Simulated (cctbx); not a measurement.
# What resolution and counting buy: Eu3GaOs2

Space group Fd-3m (no. 227, origin choice 1), a = 13.2850 Å, b = 13.2850 Å, c = 13.2850 Å, α = 90.00°, β = 90.00°, γ = 90.00°.

```csv
atom,mult.,x,y,z,Ueq (Å²)
Os1,32,0.5822,0.0822,0.4178,0.0038
Eu1,48,1/4,3/4,0.4450,0.0039
Ga1,16,3/8,1/8,3/8,0.0092
```

This is a model crystal, built by substitution and not relaxed, with assumed displacement parameters.

Five simulated data sets (cctbx; Ag Kα, λ = 0.56087 Å; 4 % proportional error) differ in resolution or exposure (noise floor 15 counts in the first three, 8 in the last two). Each is refined with the right model, isotropic at 1.1 Å and anisotropic otherwise. How do the figures of merit and the uncertainties move?

| d min (Å) | top counts | ⟨I/σ⟩ (unmerged, absences included) | unique | param. (scale apart) | Rint | R1 | GooF | largest s.u. xyz (fractional) | s.u. U of Ga1 (Å²) | largest error (Å) |
| --- | --- | --- | --- | --- | --- | --- | --- | --- | --- | --- |
| 1.1 | 70000 | 4.2 | 63 | 5 | 0.034 | 0.0061 | 1.37 | 0.00003 | 0.0004 | 0.0002 |
| 0.84 | 70000 | 3.9 | 125 | 9 | 0.033 | 0.0048 | 0.94 | 0.00001 | 0.0001 | 0.0000 |
| 0.6 | 70000 | 3.6 | 310 | 9 | 0.034 | 0.0055 | 0.97 | 0.00001 | 0.0001 | 0.0001 |
| 0.75 | 300 | 0.3 | 170 | 9 | 0.378 | 0.0501 | 0.93 | 0.00016 | 0.0019 | 0.0007 |
| 0.75 | 3000 | 1.5 | 170 | 9 | 0.075 | 0.0125 | 0.93 | 0.00003 | 0.0004 | 0.0003 |

The number of reflections grows roughly as 1/d³: 63, 125 and 310 here. R1 follows the noise rather than the truth: at 300 counts it is 0.0501, at 3000 counts 0.0125, while GooF is 0.93 and 0.93: the weights 1/σ² carry the noise. The s.u. of U (U11 where anisotropic) for Ga1 goes 0.0004, 0.0001, 0.0001 Å² with resolution and 0.0019, 0.0004 Å² with exposure.

The 1.1 Å row also differs in its displacement model, so it isn't a clean test of resolution.

Hardware for the 0.6 Å refinement: 0.51 s on 1 thread of Arm Neoverse V2, with other jobs on the host, peak memory 0.1 GiB.

[Logs are printed without paths, hosts, clocks, repeated set-up lines and the standing remarks that a program may print on its own settings, such as how far it seeks lower states.]
